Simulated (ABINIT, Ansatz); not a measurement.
# A GW run on Si3N4 (Fd-3m) in ABINIT, with inputs changed, part 2 of 2

What do changed inputs do to GW on Si3N4 (Fd-3m)?

ABINIT 10.8.3; PBE and many-body steps on it, plane waves. Known limits of the many-body steps: not at the basis limit.

So far. Step 2 (Screening, 4×4×4 mesh, 368 bands, screening to 212.2 eV): Local fields lower ε∞ by 8 %. Step 3 (Base): The gap on the mesh goes from 3.40 eV to 4.47 eV, a correction of +1.07 eV.

## 4. Broadening of the poles

Level of this step: G0W0 on PBE, plane waves, norm-conserving pseudopotentials (ABINIT).

Input file run.abi:

```
acell 3*1.0 Angstrom
rprim 
  -0.000000000000 3.893718000000 3.893718000000
  3.893718000000 0.000000000000 3.893718000000
  3.893718000000 3.893718000000 -0.000000000000
ntypat 2
znucl 14 7
natom 14
typat 1 1 1 1 1 1 2 2 2 2 2 2 2 2
xred 
  0.125000000000 0.125000000000 0.625000000000
  0.125000000000 0.625000000000 0.125000000000
  0.625000000000 0.125000000000 0.125000000000
  0.125000000000 0.125000000000 0.125000000000
  0.750000000000 0.750000000000 0.750000000000
  0.500000000000 0.500000000000 0.500000000000
  0.367563000000 0.367563000000 0.367563000000
  0.352689000000 0.882437000000 0.882437000000
  0.882437000000 0.882437000000 0.352689000000
  0.882437000000 0.352689000000 0.882437000000
  0.367563000000 0.367563000000 0.897311000000
  0.367563000000 0.897311000000 0.367563000000
  0.882437000000 0.882437000000 0.882437000000
  0.897311000000 0.367563000000 0.367563000000
pp_dirpath "pseudos"
pseudos "Si.upf, N.upf"
ecut 36
ngkpt 4 4 4
nshiftk 1
shiftk 0 0 0
kptopt 1
chksymbreak 0
istwfk *1
occopt 1
irdwfk 1
optdriver 4
nband 368
gwcalctyp 0
ecutsigx 36
symsigma 1
nkptgw 2
kptgw 
  -0.2500000000 0.2500000000 0.0000000000
  0.0000000000 0.0000000000 0.0000000000
bdgw 
  31 34
  30 35
ecuteps 7.8
irdscr 1
ppmodel 1
zcut 0.01 eV
indata_prefix "in"
outdata_prefix "out"
tmpdata_prefix "tmp"
```

On the command line:

```
$ OMP_NUM_THREADS=1 mpirun -n 16 abinit run.abi > log
```

What it wrote:

```text
.Version 10.8.3 of ABINIT. v10.8.2 released Aug 2026.

 Symmetries : space group Fd -3 m (#227); Bravais cF (face-center cubic)
[... echo of the input left out ...]
== DATASET  1 ==================================================================
-   mpi_nproc: 16, omp_nthreads: 1 (-1 if OMP is not activated)

--- !DatasetInfo
iteration_state: {dtset: 1, }
dimensions: {natom: 14, nkpt: 8, mband: 368, nsppol: 1, nspinor: 1, nspden: 1, mpw: 8242, }
cutoff_energies: {ecut:  36.0, pawecutdg:  -1.0, }
electrons: {nelect:   6.40000000E+01, charge:   0.00000000E+00, occopt:   1.00000000E+00, tsmear:   1.00000000E-02, }

 SIGMA: Calculation of the GW corrections

 Based on a program developped by R.W. Godby, V. Olevano, G. Onida, and L. Reining.
 Incorporated in ABINIT by V. Olevano, G.-M. Rignanese, and M. Torrent.
.Using double precision arithmetic ; gwpc =  8

[... cell and pseudopotentials left out ...]
--------------------------------------------------------------------------------

 ==== K-mesh for the wavefunctions ====
 Number of points in the irreducible wedge :     8
[... list of points left out ...]
 Together with 48 symmetry operations and time-reversal symmetry
 yields    64 points in the full Brillouin Zone.

 ==== Q-mesh for screening function ====
 Number of points in the irreducible wedge :     8
[... list of points left out ...]
 Together with 48 symmetry operations and time-reversal symmetry
 yields    64 points in the full Brillouin Zone.

 vcoul_init : cutoff-mode = AUXILIARY_FUNCTION
 q-points for optical limit:   1
     1)      0.000010    0.000020    0.000030
 setmesh: FFT mesh size selected  =    60x   60x   60
          total number of points  =       216000

 Number of electrons calculated from density =   64.0000; Expected =   64.0000
[...]
number of omega for Sigma on real axis              0
 max omega for Sigma on real axis  [eV]           0.00
 zcut for avoiding poles [eV]                     0.01

 EPSILON^-1 parameters (SCR file):
 dimension of the eps^-1 matrix on file            869
 dimension of the eps^-1 matrix used               869
 number of plane-waves for wavefunctions          8099
 number of bands                                   368
 number of q-points in IBZ                           8
 number of frequencies                               2
 number of real frequencies                          1
 number of imag frequencies                          1

 matrix elements of self-energy operator (all in [eV])

 Perturbative Calculation

--- !SelfEnergy_ee
iteration_state: {dtset: 1, }
kpoint     : [  -0.250,    0.250,    0.000, ]
spin       : 1
KS_gap     :    5.115
QP_gap     :    6.276
Delta_QP_KS:    1.161
data: !SigmaeeData |
     Band     E0 <VxcDFT>   SigX SigC(E0)      Z dSigC/dE  Sig(E)    E-E0       E
       31   6.775 -16.875 -20.847   3.151   0.805  -0.242 -17.536  -0.661   6.114
       32   7.618 -17.761 -21.506   3.065   0.806  -0.241 -18.309  -0.548   7.070
       33  12.732 -11.639  -6.570  -4.335   0.836  -0.196 -11.026   0.613  13.345
[...]
--- !SelfEnergy_ee
iteration_state: {dtset: 1, }
kpoint     : [   0.000,    0.000,    0.000, ]
spin       : 1
KS_gap     :    3.406
QP_gap     :    4.519
Delta_QP_KS:    1.113
data: !SigmaeeData |
     Band     E0 <VxcDFT>   SigX SigC(E0)      Z dSigC/dE  Sig(E)    E-E0       E
[...]
34  11.016 -11.369  -6.697  -4.046   0.839  -0.191 -10.843   0.526  11.542
       35  11.016 -11.369  -6.697  -4.046   0.839  -0.191 -10.843   0.526  11.542

== END DATASET(S) ==============================================================
================================================================================

 -outvars: echo values of variables after computation  --------
           etotal      0.0000000000E+00
            nband         368
             nkpt           8
          spgroup         227
 [... the other variables as echoed above ...]

 Calculation completed.
```

It took 3.8 min on 16 MPI ranks of Arm Neoverse N1, shared host; peak memory 14 GiB; 61 min of CPU time.

Numbers from this step:

```yaml
g0w0_gap_on_the_points_computed: 4.472 eV
starting_gap_on_the_mesh: 3.398 eV
k_of_the_valence_top: -0.25, 0.25, 0
k_of_the_conduction_bottom: 0, 0, 0
z_at_the_valence_top: 0.806
z_at_the_conduction_bottom: 0.839
least_direct_g0w0_gap_on_the_computed_points: 4.519 eV
```

Against G0W0 in ABINIT (4×4×4 mesh, 368 bands, screening to 212.2 eV, Godby-Needs plasmon pole), the gap moves by +0.000 eV.

## 5. Point off the mesh

run.abi: that of step 4 with these lines changed.

```diff
@@ -40,9 +40,7 @@
 symsigma 1
-nkptgw 2
+nkptgw 1
 kptgw 
-  -0.2500000000 0.2500000000 0.0000000000
-  0.0000000000 0.0000000000 0.0000000000
+  0.137 0.291 0
 bdgw 
-  31 34
-  30 35
+  32 33
 ecuteps 7.8
@@ -50,3 +48,2 @@
 ppmodel 1
-zcut 0.01 eV
 indata_prefix "in"
```

What it wrote:

```text
.Version 10.8.3 of ABINIT. v10.8.2 released Aug 2026.

 Symmetries : space group Fd -3 m (#227); Bravais cF (face-center cubic)
================================================================================
 Values of the parameters that define the memory need of the present run
     intxc =       0    ionmov =       0      iscf =       7    lmnmax =       6
     lnmax =       6     mgfft =      60  mpssoang =       3    mqgrid =    3001
     natom =      14  nloc_mem =       1    nspden =       1   nspinor =       1
    nsppol =       1      nsym =      48    n1xccc =    2501    ntypat =       2
    occopt =       1   xclevel =       2
-    mband =         368        mffmem =           1         mkmem =           1
       mpw =        8242          nfft =      216000          nkpt =           8
================================================================================
  Rough estimation (10% accuracy) of disk space for files :
================================================================================

--------------------------------------------------------------------------------
------------- Echo of variables that govern the present computation ------------
--------------------------------------------------------------------------------
 -outvars: echo values of preprocessed input variables --------
            acell      1.8897261259E+00  1.8897261259E+00  1.8897261259E+00 Bohr

             bdgw          32      33
      chksymbreak           0
             ecut      3.60000000E+01 Hartree
          ecuteps      7.80000000E+00 Hartree
         ecutsigx      3.60000000E+01 Hartree
          ecutwfn      3.60000000E+01 Hartree
-          fftalg         312
           irdscr           1
           irdwfk           1

              ixc     -101130
[...]
- Si Generated using ONCVPSP code by D. R. Hamann
- 14.00000   4.00000  171031                  znucl, zion, pspdat
12 -101130 2 -1 1510                          pspcod,pspxc,lmax,lloc,mmax
     nproj     2     2     2
  pspatm : epsatm=    9.34321561
         --- l  ekb(1:nproj) -->
[...]
pspatm: atomic psp has been read  and splines computed

- N Generated using ONCVPSP code by D. R. Hamann
-  7.00000   5.00000  171031                  znucl, zion, pspdat
12 -101130 1 -1 1058                          pspcod,pspxc,lmax,lloc,mmax
     nproj     2     2     0
  pspatm : epsatm=    5.20977870
         --- l  ekb(1:nproj) -->
             0    7.494509    0.636305
             1   -4.293905   -1.006988
 pspatm: atomic psp has been read  and splines computed

   6.25520149E+03                                ecore*ucvol(ha*bohr**3)
--------------------------------------------------------------------------------

 ==== K-mesh for the wavefunctions ====
 Number of points in the irreducible wedge :     8
 Reduced coordinates and weights :

     1)     0.00000000E+00  0.00000000E+00  0.00000000E+00       0.01563
     2)     2.50000000E-01  0.00000000E+00  0.00000000E+00       0.12500
     3)     5.00000000E-01  0.00000000E+00  0.00000000E+00       0.06250
[...]
7)     5.00000000E-01  5.00000000E-01  0.00000000E+00       0.04688
     8)    -2.50000000E-01  5.00000000E-01  2.50000000E-01       0.09375

 Together with 48 symmetry operations and time-reversal symmetry
 yields    64 points in the full Brillouin Zone.

--- !ERROR
message: |
    k-point [ 1.3700E-01,  2.9100E-01,  0.0000E+00]  not in the list of k points treated in the preparatory SCF run.
     Change kptgw, or shiftk of previous run.

--- !ERROR
message: |
    k-point [ 1.3700E-01,  2.9100E-01,  0.0000E+00]  not in the list of k points treated in the preparatory SCF run.
     Change kptgw, or shiftk of previous run.

--- from the log ---
k-point [ 1.3700E-01,  2.9100E-01,  0.0000E+00]  not in the list of k points treated in the preparatory SCF run.
     Change kptgw, or shiftk of previous run.
```

Elapsed: 2.6 s, on 16 MPI ranks; peak memory 0.06 GiB.

The run stopped with an error after 2.6 s.

The program's words: k-point [ 1.3700E-01,  2.9100E-01,  0.0000E+00]  not in the list of k points treated in the preparatory SCF run. Change kptgw, or shiftk of previous run.

The fault put into this input: point off the mesh.

## 6. Side by side

Times are wall times on 16 MPI ranks of Arm Neoverse N1, shared host, good to a factor of about two. A run's time includes the screening step that it read.

```csv
run,mesh,bands,screening cutoff (eV),DFT gap (eV),gap on the mesh (eV),direct (eV),ε∞ used,time
base,4×4×4,368,212.2,3.398,4.472,4.519,4.99,34 min
broadening of the poles,4×4×4,368,212.2,3.398,4.472,4.519,4.99,33 min
```

## 7. What came out

```yaml
base: 4.472 eV
broadening_of_the_poles: 4.472 eV
known_limits: not at the basis limit
```

Broadening of the poles: no change against base (keys changed: zcut). Bands and cutoff are finite, so the gap is not at the basis limit. The miss can reach some tenths of an eV and take either sign; the mesh is an error of its own. In the G0W0 runs levels were corrected at 2 k points alone, so a gap called «on the mesh» is the least over those, and an edge elsewhere would be missed.

[Paths, hosts, dates, memory and timing lines, banners, echoed tables and standing remarks are left out of the program output.]

[Logs are printed without paths, hosts, clocks, repeated set-up lines and the standing remarks that a program may print on its own settings, such as how far it seeks lower states.]

[Runs of the session that timed out or met a known fault of the program may be left out.]

[Hosts, paths, dates, database ids (printed as entryN), source tags and the programs' standing remarks are cut or masked in the printed files.]

[G0W0 gaps are taken among the corrected bands and points alone; a level outside them can change the order at an edge.]

[Where Ansatz stands beside ABINIT at settings called matched, ABINIT's density can come from a denser mesh and the files from another edition; pairs whose starting gaps differed by over 0.03 eV were left out, so agreement reads better than it is.]
